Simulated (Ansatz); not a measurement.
**ReSnPb, from a guessed structure to a relaxed one**

Starting from a made-up structure for ReSnPb, the aim is the relaxed cell, its shortest contacts and, where a second run follows, its electronic structure.

Program: Ansatz 0.2.0. Level of theory: DFT, PBE, plane-wave PAW, files of the set soft_1, scalar-relativistic, no spin, cell and ions relaxed at zero pressure; PAW set soft_1. Results are calculated unless marked as measured.

## 1. The structure

The structure is tetragonal, space group P4/nmm (No. 129). Conventional cell: a = 3.838 Å, b = 3.838 Å, c = 8.343 Å, α = 90.00°, β = 90.00°, γ = 90.00°. Nearest to Pb lie 4 Sn at 2.76 Å and 5 Re at 2.97 to 3.18 Å. Re has 5 Pb at 2.97 to 3.18 Å nearest. Nearest to Sn lie 4 Sn at 2.71 Å and 4 Pb at 2.76 Å. Farther neighbours are not listed.

## 2. Relaxing cell and atoms

The guessed cell has no reason to be at equilibrium. It is relaxed with the atoms, within the space group of the guess.

input.yaml reads:

```yaml
crystal:
  lattice:
    - [3.838, 0.0, 0.0]
    - [0.0, 3.838, 0.0]
    - [0.0, 0.0, 8.343]
  atoms:
    - { symbol: Pb, position: [0.5, 0.0, 0.7624] }
    - { symbol: Pb, position: [0.0, 0.5, 0.2376] }
    - { symbol: Re, position: [0.5, 0.0, 0.3808] }
    - { symbol: Re, position: [0.0, 0.5, 0.6192] }
    - { symbol: Sn, position: [0.5, 0.5, 0.0] }
    - { symbol: Sn, position: [0.0, 0.0, 0.0] }
kpoints:
  mp_grid: { grid: [7, 7, 4] }
scf:
  occupations: { method: fermi_dirac, width: 0.05 }
hamiltonian:
  xc: pbe
  pseudopotentials: { kind: paw, azcp: { folder: soft_1 } }
relax:
  f_tol: 0.015
  max_steps: 70
  cell: {}
output:
  forces: true
  stress: true
```

Launch:

```bash
ansatz run input.yaml --threads 4 --pin off --max-ram 10240MiB --backend cpu --events-out ev --progress --plain --runs-dir out
```

Numbers of over 12 decimals in the logs are rounded to 6 here.

The program printed:

```text
Engine: ansatz 0.2.0, aarch64-unknown-linux-gnu
Pseudopotentials: kind: paw
Pseudopotential: Pb, paw, valence charge 14, recommended cutoff 420 eV (normal), soft_1/Pb.paw.azcp
Pseudopotential: Re, paw, valence charge 15, recommended cutoff 420 eV (normal), soft_1/Re.paw.azcp
Pseudopotential: Sn, paw, valence charge 14, recommended cutoff 420 eV (normal), soft_1/Sn.paw.azcp
Functional definition: PBE
  parameter kappa = 0.804
  parameter beta = 0.066725
  exchange = pbe_x(kappa = kappa, mu = beta*pi^2/3)
  correlation = pbe_c(beta = beta)
Crystal: 6 atoms, lattice volume = 122.894 Å³
Basis set: ecut = 420 eV, 2395 PW (Γ), exchange–correlation on 54×54×120 points (8 copies of the dense FFT grid, shifted against one another)
Bands: 52, of which v1, the nominal top of the filled ones, is band 43 counted from 1 (42 counted from 0)
Symmetry: 16 space group operations
Space group: P4/nmm (ITA 129), of the structure as read, at distance tolerance 5.0e-5 Å
k-points: 30 of 196
Non-local potential: Pb, projectors of the file, l = 0: 2, l = 1: 2, l = 2: 2, l = 3: 1
Non-local potential: Re, projectors of the file, l = 0: 3, l = 1: 2, l = 2: 2, l = 3: 1
Non-local potential: Sn, projectors of the file, l = 0: 2, l = 1: 2, l = 2: 2, l = 3: 1
PAW form: soft (Blöchl's): semilocal exchange-correlation on the pseudo side does not see the compensation charge
PAW one-centre angular grid: Pb, 590 points (default); XC on 64 Gauss nodes
PAW one-centre angular grid: Re, 590 points (default); XC on 64 Gauss nodes
PAW one-centre angular grid: Sn, 590 points (default); XC on 64 Gauss nodes
Initial density: superposition of atomic densities (chi_scale 0.1, normalization cell, long waves kept (reshape's long-wave potential 0.06 eV rms))
Initial wavefunctions: pseudopotential atomic-orbital guess
Functional: x = pbe(κ = 0.804, μ = 0.219515), c = pbe(β = 0.066725)
SCF iter   1: F=—  HF=-57593.093188 eV  |F-HF|=—  |Δ(HF+E_count)|=         —  Δρ=5.53e-2  dr2=1.61e1  ethr=3.10e-3  ⟨swp⟩=7.9  Hψ=6471  notcnv=0  defer=4
preconditioner: auto → Kerker (q_TF=auto, 2.571 Å⁻¹)  [metal: Δε(μ)=0.006 eV  Ē_g=14.335 eV  σ=0.050 eV  W_gap=0.03  n_scr=38 (ndim 8)  ℏωp=28.0 eV  f_vac=0.000  D(μ)=11.38/eV (n_scr^D=150)]
SCF iter   2: F=—  HF=-57591.793088 eV  |F-HF|=—  |Δ(HF+E_count)|=    1.30e0  Δρ=3.02e-2  dr2=5.16e0  ethr=3.10e-3  ⟨swp⟩=3.3  Hψ=2341  notcnv=0  defer=34
SCF iter   3: F=—  HF=-57591.222577 eV  |F-HF|=—  |Δ(HF+E_count)|=   5.71e-1  Δρ=7.15e-3  dr2=2.59e-1  ethr=3.10e-3  ⟨swp⟩=3.1  Hψ=2157  notcnv=0  defer=34
SCF iter   4: F=—  HF=-57591.195148 eV  |F-HF|=—  |Δ(HF+E_count)|=   2.74e-2  Δρ=1.94e-3  dr2=5.12e-3  ethr=3.01e-4  ⟨swp⟩=3.5  Hψ=2375  notcnv=0  defer=22
SCF iter   5: F=—  HF=-57591.194534 eV  |F-HF|=—  |Δ(HF+E_count)|=   6.14e-4  Δρ=6.39e-4  dr2=1.55e-3  ethr=5.95e-6  ⟨swp⟩=2.3  Hψ=2349  notcnv=0  defer=22
SCF iter   6: F=—  HF=-57591.194337 eV  |F-HF|=—  |Δ(HF+E_count)|=   1.97e-4  Δρ=1.80e-4  dr2=1.57e-4  ethr=1.80e-6  ⟨swp⟩=2.0  Hψ=1855  notcnv=0  defer=22
SCF iter   7: F=—  HF=-57591.194322 eV  |F-HF|=—  |Δ(HF+E_count)|=   1.55e-5  Δρ=3.87e-5  dr2=2.43e-6  ethr=1.82e-7  ⟨swp⟩=2.3  Hψ=2197  notcnv=0  defer=22
SCF iter   8: F=—  HF=-57591.194330 eV  |F-HF|=—  |Δ(HF+E_count)|=   7.82e-6  Δρ=1.14e-5  dr2=2.60e-7  ethr=2.82e-9  ⟨swp⟩=2.1  Hψ=2620  notcnv=0  defer=22
SCF iter   9: F=-57591.194330 eV  HF=-57591.194330 eV  |F-HF|=7.01e-9  |Δ(HF+E_count)|=   4.84e-8  Δρ=3.05e-6  dr2=1.27e-8  ethr=1.16e-10  ⟨swp⟩=5.0  Hψ=5569  notcnv=0
SCF 1 converged in 9 iterations: F = -57591.194330 eV  dr2 = 1.27e-8
  greatest PAW one-centre occupation: 0.999 electrons in one spin orbital (limit 2), on the Re atom at site 3 (counted from 0), in its partial waves of l = 0
relax step   1: F+E_penalty+E_count = -57591.19432954 eV  Δ(F+E_penalty+E_count) = +0.000e0 eV  max|allowed force component| = 7.466e0 eV/Å  Δτ_max = 0.0000 Å  P = +23.256 GPa  Ω = 122.894 Å³  (9 SCF iters, dr2 threshold 1.00e-7 eV, accepted)
Crystal: 6 atoms, lattice volume = 130.017 Å³
Basis set: ecut = 420 eV, 2581 PW (Γ), exchange–correlation on 54×54×120 points (8 copies of the dense FFT grid, shifted against one another)
Initial density: handed on by an earlier stage of this run
Initial wavefunctions: those handed on with the density
iter 1 solved again at ethr=4.86e-4 eV; its pass at ethr=3.10e-3 eV (dr2=4.18e-1 eV) is discarded
SCF iter   1: F=—  HF=-57594.364628 eV  |F-HF|=—  |Δ(HF+E_count)|=         —  Δρ=1.22e-2  dr2=4.48e-1  ethr=4.86e-4  ⟨swp⟩=1.4  Hψ=8112  notcnv=0
preconditioner: auto → Kerker (q_TF=auto, 2.547 Å⁻¹)  [metal: Δε(μ)=0.023 eV  Ē_g=14.936 eV  σ=0.050 eV  W_gap=0.11  n_scr=38 (ndim 8)  ℏωp=27.2 eV  f_vac=0.000  D(μ)=10.07/eV (n_scr^D=126)]
SCF iter   2: F=—  HF=-57594.331660 eV  |F-HF|=—  |Δ(HF+E_count)|=   3.30e-2  Δρ=6.95e-3  dr2=1.69e-1  ethr=4.86e-4  ⟨swp⟩=1.2  Hψ=1566  notcnv=0
SCF iter   3: F=—  HF=-57594.312220 eV  |F-HF|=—  |Δ(HF+E_count)|=   1.94e-2  Δρ=9.70e-4  dr2=3.52e-3  ethr=1.96e-4  ⟨swp⟩=2.5  Hψ=1827  notcnv=0
SCF iter   4: F=—  HF=-57594.312350 eV  |F-HF|=—  |Δ(HF+E_count)|=   1.30e-4  Δρ=4.38e-4  dr2=2.80e-4  ethr=4.10e-6  ⟨swp⟩=2.2  Hψ=2342  notcnv=0
SCF iter   5: F=—  HF=-57594.312293 eV  |F-HF|=—  |Δ(HF+E_count)|=   5.76e-5  Δρ=1.14e-4  dr2=5.23e-5  ethr=3.25e-7  ⟨swp⟩=2.0  Hψ=2271  notcnv=0
SCF iter   6: F=—  HF=-57594.312287 eV  |F-HF|=—  |Δ(HF+E_count)|=   5.25e-6  Δρ=4.17e-5  dr2=3.11e-6  ethr=6.09e-8  ⟨swp⟩=2.3  Hψ=1922  notcnv=0
SCF iter   7: F=-57594.312287 eV  HF=-57594.312287 eV  |F-HF|=9.00e-8  |Δ(HF+E_count)|=   2.71e-7  Δρ=9.27e-6  dr2=1.45e-7  ethr=6.98e-10  ⟨swp⟩=5.0  Hψ=5557  notcnv=0
SCF 2 converged in 7 iterations: F = -57594.312287 eV  dr2 = 1.45e-7
relax step   2: F+E_penalty+E_count = -57594.31228689 eV  Δ(F+E_penalty+E_count) = -3.118e0 eV  max|allowed force component| = 3.988e0 eV/Å  Δτ_max = 0.1986 Å  P = +9.577 GPa  Ω = 130.017 Å³  energy of the carried Pulay correction = -1.543e-3 eV  (7 SCF iters, dr2 threshold 6.00e-7 eV, accepted)
Crystal: 6 atoms, lattice volume = 132.816 Å³
Basis set: ecut = 420 eV, 2637 PW (Γ), exchange–correlation on 54×54×120 points (8 copies of the dense FFT grid, shifted against one another)
iter 1 solved again at ethr=2.64e-4 eV; its pass at ethr=3.10e-3 eV (dr2=2.27e-1 eV) is discarded
SCF iter   1: F=—  HF=-57595.921866 eV  |F-HF|=—  |Δ(HF+E_count)|=         —  Δρ=1.50e-2  dr2=2.29e-1  ethr=2.64e-4  ⟨swp⟩=2.2  Hψ=8971  notcnv=0
preconditioner: auto → Kerker (q_TF=auto, 2.538 Å⁻¹)  [metal: Δε(μ)=0.006 eV  Ē_g=14.737 eV  σ=0.050 eV  W_gap=0.03  n_scr=38 (ndim 8)  ℏωp=27.0 eV  f_vac=0.000  D(μ)=8.07/eV (n_scr^D=84)]
[...]
relax step   9: F+E_penalty+E_count = -57598.55052230 eV  Δ(F+E_penalty+E_count) = -1.181e-1 eV  max|allowed force component| = 2.024e-1 eV/Å  Δτ_max = 0.0668 Å  P = +0.176 GPa  Ω = 149.566 Å³  energy of the carried Pulay correction = -5.365e-3 eV  (11 SCF iters, accepted)
relax step  10: F+E_penalty+E_count = -57598.56257206 eV  Δ(F+E_penalty+E_count) = -1.205e-2 eV  max|allowed force component| = 3.910e-2 eV/Å  Δτ_max = 0.0313 Å  P = -0.138 GPa  Ω = 149.792 Å³  energy of the carried Pulay correction = -5.406e-3 eV  (7 SCF iters, dr2 threshold 6.00e-7 eV, accepted)
relax step  11: F+E_penalty+E_count = -57598.56292660 eV  Δ(F+E_penalty+E_count) = -3.545e-4 eV  max|allowed force component| = 6.542e-3 eV/Å  Δτ_max = 0.0026 Å  P = +0.035 GPa  Ω = 149.598 Å³  energy of the carried Pulay correction = -5.370e-3 eV  (6 SCF iters, dr2 threshold 1.09e-7 eV, accepted)
relax step  12: F+E_penalty+E_count = -57598.72076392 eV  Δ(F+E_penalty+E_count) = -1.578e-1 eV  max|allowed force component| = 4.379e-2 eV/Å  Δτ_max = 0.0000 Å  P = +1.597 GPa  Ω = 149.598 Å³  stress off target by 4.19e0 GPa  SCF on the basis re-selected at this cell (its energy is not comparable with the rows above)  (9 SCF iters)
relax step  13: F+E_penalty+E_count = -57598.81248753 eV  Δ(F+E_penalty+E_count) = -9.172e-2 eV  max|allowed force component| = 2.506e-1 eV/Å  Δτ_max = 0.0281 Å  P = +0.004 GPa  Ω = 155.104 Å³  energy of the carried Pulay correction = -9.838e-4 eV  (7 SCF iters, dr2 threshold 6.00e-7 eV, accepted)
relax step  14: F+E_penalty+E_count = -57598.85097558 eV  Δ(F+E_penalty+E_count) = -3.849e-2 eV  max|allowed force component| = 1.167e-1 eV/Å  Δτ_max = 0.0407 Å  P = +0.083 GPa  Ω = 156.674 Å³  energy of the carried Pulay correction = -1.247e-3 eV  (6 SCF iters, dr2 threshold 6.00e-7 eV, accepted)
relax step  15: F+E_penalty+E_count = -57598.87437960 eV  Δ(F+E_penalty+E_count) = -2.340e-2 eV  max|allowed force component| = 4.680e-2 eV/Å  Δτ_max = 0.0582 Å  P = +0.561 GPa  Ω = 159.358 Å³  energy of the carried Pulay correction = -1.700e-3 eV  (7 SCF iters, dr2 threshold 6.00e-7 eV, accepted)
relax step  16: F+E_penalty+E_count = -57598.87809225 eV  Δ(F+E_penalty+E_count) = -3.713e-3 eV  max|allowed force component| = 9.212e-3 eV/Å  Δτ_max = 0.0189 Å  P = +0.058 GPa  Ω = 161.241 Å³  energy of the carried Pulay correction = -2.072e-3 eV  (5 SCF iters, dr2 threshold 6.00e-7 eV, accepted)
relax step  17: F+E_penalty+E_count = -57598.87815558 eV  Δ(F+E_penalty+E_count) = -6.333e-5 eV  max|allowed force component| = 2.610e-3 eV/Å  Δτ_max = 0.0024 Å  P = -0.006 GPa  Ω = 161.660 Å³  energy of the carried Pulay correction = -2.151e-3 eV  (5 SCF iters, dr2 threshold 3.28e-8 eV, accepted)
relax step  18: F+E_penalty+E_count = -57598.88135926 eV  Δ(F+E_penalty+E_count) = -3.204e-3 eV  max|allowed force component| = 2.628e-3 eV/Å  Δτ_max = 0.0000 Å  P = +0.010 GPa  Ω = 161.660 Å³  stress off target by 6.04e-2 GPa  SCF on the basis re-selected at this cell (its energy is not comparable with the rows above)  (6 SCF iters)
relax step  19: F+E_penalty+E_count = -57598.88141422 eV  Δ(F+E_penalty+E_count) = -5.496e-5 eV  max|allowed force component| = 5.591e-3 eV/Å  Δτ_max = 0.0050 Å  P = -0.003 GPa  Ω = 162.041 Å³  energy of the carried Pulay correction = -6.158e-5 eV  (6 SCF iters, dr2 threshold 9.11e-9 eV, accepted)
iter 1 solved again at ethr=1.56e-7 eV; its pass at ethr=3.10e-3 eV (dr2=1.34e-4 eV) is discarded
SCF iter   1: F=—  HF=-57598.881488 eV  |F-HF|=—  |Δ(HF+E_count)|=         —  Δρ=1.77e-5  dr2=1.64e-8  ethr=1.56e-7  ⟨swp⟩=3.8  Hψ=10561  notcnv=0
eigensolver tolerance schedule: the retry pair's looser diagonalisation over-reported the residual by 8183.84 of it (diagonalisation noise at 0.70 of the residual, at the tolerance the schedule requests for it); recorded, not acted on — ethr = c·dr2/N_el stays at c = 1.0e-1
preconditioner: auto → LDOS  [metal: Δε(μ)=0.006 eV  Ē_g=14.515 eV  σ=0.050 eV  W_gap=0.03  n_scr=48 (ndim 8)  ℏωp=24.4 eV  f_vac=0.020  D(μ)=4.24/eV (n_scr^D=28)  β→1.0]
SCF iter   2: F=—  HF=-57598.881472 eV  |F-HF|=—  |Δ(HF+E_count)|=   1.61e-5  Δρ=9.69e-7  dr2=2.18e-9  ethr=1.90e-11  ⟨swp⟩=3.7  Hψ=4122  notcnv=0
SCF iter   3: F=—  HF=-57598.881472 eV  |F-HF|=—  |Δ(HF+E_count)|=  6.62e-10  Δρ=4.78e-7  dr2=6.88e-10  ethr=2.53e-12  ⟨swp⟩=2.0  Hψ=2754  notcnv=0
SCF iter   4: F=—  HF=-57598.881472 eV  |F-HF|=—  |Δ(HF+E_count)|=  1.02e-10  Δρ=1.81e-7  dr2=7.75e-11  ethr=1.00e-12  ⟨swp⟩=2.5  Hψ=2267  notcnv=0
SCF iter   5: F=-57598.881472 eV  HF=-57598.881472 eV  |F-HF|=1.46e-11  |Δ(HF+E_count)|=  1.46e-11  Δρ=3.85e-8  dr2=5.20e-12  ethr=1.00e-12  ⟨swp⟩=4.1  Hψ=4905  notcnv=0
SCF 20 converged in 5 iterations: F = -57598.881472 eV  dr2 = 5.20e-12
relax step  20: F+E_penalty+E_count = -57598.88147208 eV  Δ(F+E_penalty+E_count) = -5.786e-5 eV  max|allowed force component| = 5.599e-3 eV/Å  Δτ_max = 0.0000 Å  P = -0.003 GPa  Ω = 162.041 Å³  stress off target by 5.95e-3 GPa  SCF on the basis re-selected at this cell (its energy is not comparable with the rows above)  (5 SCF iters)
basis re-selected at this cell: Δ(F+E_penalty+E_count) = -5.786e-5 eV, ΔP = -0.000 GPa vs the last step (what re-selecting the basis moved, of the pressure what is left beyond the Pulay correction that the steps carried, after the strain that the cell walked since its last selection, with what the two solves' SCF thresholds leave and, on support functions, any second-order correction that the steps lacked; it is no m [...]
SCF converged after 5 iterations
Free energy (F): -57598.881472 eV
Harris-Foulkes:  -57598.881472 eV  (|F-HF|=1.46e-11)
Internal energy: -57598.846666 eV  (E = F + TS)
E sigma→0 (E₀):  -57598.864069 eV
Entropy (-TS):   -0.034806 eV (-5.801 meV/atom)
Fermi energy:    11.699930 eV
--- Per-component energies (eV) ---
  E_band       = -697.986176
  E_kinetic    = 1957.651455
  E_local      = -7992.539687  (includes V_loc(G=0)·N_el)
  E_nonlocal   = 1067.786186
  E_hartree    = 3384.103683
  E_xc         = -1369.433187
  E_vxc        = -1007.696585  (∫ρ·V_xc dr)
  E_paw        = -46936.208548  (= ΣΔE_a)
  E_vpaw       = -1491.395556  (= ΣTr[D̂ρ^β])
  E_aug_tail   = 0.000707  (compensation charges beyond the density's cutoff)
  E_ewald      = -7710.207274
  E_smearing   = -0.034806  (= −TS)
  E_closure    = 0.000000  (closes the sum)
  Σ components = -57598.881472   (vs F -57598.881472, Δ=0.00e0)
--- Forces (eV/Å), atoms counted from 1 ---
  atom   1  Pb     0.00000000     0.00000000     0.00002359
  atom   2  Pb     0.00000000    -0.00000000    -0.00002359
  atom   3  Re     0.00000000     0.00000000     0.00559924
  atom   4  Re     0.00000000    -0.00000000    -0.00559924
  atom   5  Sn    -0.00000000     0.00000000    -0.00000000
  atom   6  Sn     0.00000000    -0.00000000     0.00000000
  max |Σ_I F_I| component: 5.20e-18 eV/Å
--- Stress (GPa, compression-positive) ---
       -0.005953       0.000000       0.000000
        0.000000      -0.005953       0.000000
        0.000000       0.000000       0.003014
  P = ⅓ Tr σ = -0.0030 GPa (-0.030 kbar)
--- Relaxed structure (17 steps of the walk, 16 accepted, 3 SCFs on fresh bases) ---
  F+E_penalty+E_count = -57598.88147208 eV   max|allowed force component| = 5.599e-3 eV/Å   (the final SCF, on the basis selected at the relaxed cell)
  cell:  # Å, volume = 162.0409 Å³
    - [3.718440, 0, 0]
    - [0, 3.718440, 0]
    - [0, 0, 11.719337]
  atoms:
    - { symbol: Pb, position: [0.500000, 0, 0.706987] }
    - { symbol: Pb, position: [0, 0.500000, 0.293013] }
    - { symbol: Re, position: [0.500000, 0, 0.461518] }
    - { symbol: Re, position: [0, 0.500000, 0.538482] }
    - { symbol: Sn, position: [0.500000, 0.500000, 9.703195758390387e-19] }
    - { symbol: Sn, position: [0, 0, 9.703195758390387e-19] }
```

Elapsed: 50 s, on 4 threads of Arm Neoverse V2, shared host; peak memory 0.63 GiB.

The steps of the relaxation:

| step | energy less that of the first step (eV) | largest force component (eV/Å) | pressure (GPa) | volume (Å³) |
| --- | --- | --- | --- | --- |
| 1 | 0.0000 | 7.4660 | 23.26 | 122.89 |
| 2 | -3.1180 | 3.9882 | 9.58 | 130.02 |
| 3 | -4.6605 | 1.0190 | 6.81 | 132.82 |
| 4 | -5.5055 | 1.0185 | 3.62 | 140.63 |
| 5 | -6.4285 | 0.8636 | 0.63 | 146.73 |
| 6 | -6.9953 | 0.6343 | 0.53 | 149.00 |
| 7 | -7.2381 | 0.8794 | -0.15 | 148.82 |
| 8 | -7.1418 | 1.2156 | 3.79 | 147.99 |
| 9 | -7.3562 | 0.2024 | 0.18 | 149.57 |
| 10 | -7.3682 | 0.0391 | -0.14 | 149.79 |
| 11 | -7.3686 | 0.0065 | 0.03 | 149.60 |
| 12* | -7.5264 | 0.0438 | 1.60 | 149.60 |
| 13 | -7.6182 | 0.2506 | 0.00 | 155.10 |
| 14 | -7.6566 | 0.1167 | 0.08 | 156.67 |
| 15 | -7.6801 | 0.0468 | 0.56 | 159.36 |
| 16 | -7.6838 | 0.0092 | 0.06 | 161.24 |
| 17 | -7.6838 | 0.0026 | -0.01 | 161.66 |
| 18* | -7.6870 | 0.0026 | 0.01 | 161.66 |
| 19 | -7.6871 | 0.0056 | 0.00 | 162.04 |
| 20* | -7.6871 | 0.0056 | 0.00 | 162.04 |

Relaxation steps marked * repeat the geometry before them on a plane-wave basis chosen anew for their cell, so energy and pressure can jump there. Relaxation step 8 was tried and not accepted.

Forces are held to the 16 operations that the run works with; a distortion that breaks them can't arise in this run.

| cell as run | before | after | change |
| --- | --- | --- | --- |
| a (Å) | 3.838 | 3.718 | -3.1 % |
| b (Å) | 3.838 | 3.718 | -3.1 % |
| c (Å) | 8.343 | 11.719 | +40.5 % |
| volume (Å³/atom) | 20.48 | 27.01 | +31.9 % |

The atoms that moved most (Å, as changes of fractional coordinates times the final cell):

| atom | dx | dy | dz | length |
| --- | --- | --- | --- | --- |
| Re3 | 0.000 | 0.000 | 0.946 | 0.946 |
| Re4 | 0.000 | 0.000 | -0.946 | 0.946 |
| Pb2 | 0.000 | 0.000 | 0.649 | 0.649 |
| Pb1 | 0.000 | 0.000 | -0.649 | 0.649 |

Final coordinates:

```xyz
6
Lattice="3.7184 0.0000 0.0000 0.0000 3.7184 0.0000 0.0000 0.0000 11.7193" Properties=species:S:1:pos:R:3 pbc="T T T"
Pb    1.8592    0.0000    8.2854
Pb    0.0000    1.8592    3.4339
Re    1.8592    0.0000    5.4087
Re    0.0000    1.8592    6.3107
Sn    1.8592    1.8592    0.0000
Sn    0.0000    0.0000    0.0000
```

This step gave:

| Item | Value |
| --- | --- |
| free energy | -57598.8815 eV |
| energy at zero smearing | -57598.8641 eV |
| smearing term TS | 0.03481 eV |
| Fermi energy | 11.70 eV |
| electrons | 86 |
| symmetry operations | 16 |
| pressure | -0.002964 GPa |

Shortest distances by pair of elements, guess and relaxed (not always the same contact):

| pair | guess (Å) | relaxed (Å) |
| --- | --- | --- |
| Sn–Sn | 2.714 | 2.629 |
| Re–Re | 3.365 | 2.780 |
| Pb–Re | 2.965 | 2.877 |
| Pb–Pb | 3.838 | 3.718 |
| Pb–Sn | 2.759 | 3.905 |

The relaxation ends with a largest force component of 0.0056 eV/Å and a pressure of 0.00 GPa.

## 3. Summary of results

```json
{"space group, relaxed": "P4/nmm", "conventional cell": "a = 3.718, b = 3.718, c = 11.719 Å; α = 90.0°, β = 90.0°, γ = 90.0°", "volume per atom": "27.01 Å³ (guess 20.48)"}
```

ReSnPb relaxes to P4/nmm with a = 3.718, b = 3.718 and c = 11.719 Å. The guessed volume was 24 % too small. The space group P4/nmm was held in the relaxation, so the end point is a stationary structure within it and may be a saddle against distortions or other arrangements. Mesh and cutoff weren't tested. A vector of the cell changed its length by 40 %, so the starting arrangement is largely lost and the mesh was laid for another shape. Spin-orbit coupling is left out, which can matter for elements this heavy. No dispersion term is used, so weakly bound directions may come out too long. The runs have no spin, and magnetism wasn't tested. Nothing here tests whether the compound is stable against decomposition.

[Logs are printed without paths, hosts, clocks, repeated set-up lines and the standing remarks that a program may print on its own settings, such as how far it seeks lower states.]

[Hosts, paths, dates, database ids (printed as entryN), source tags and the programs' standing remarks are cut or masked in the printed files.]
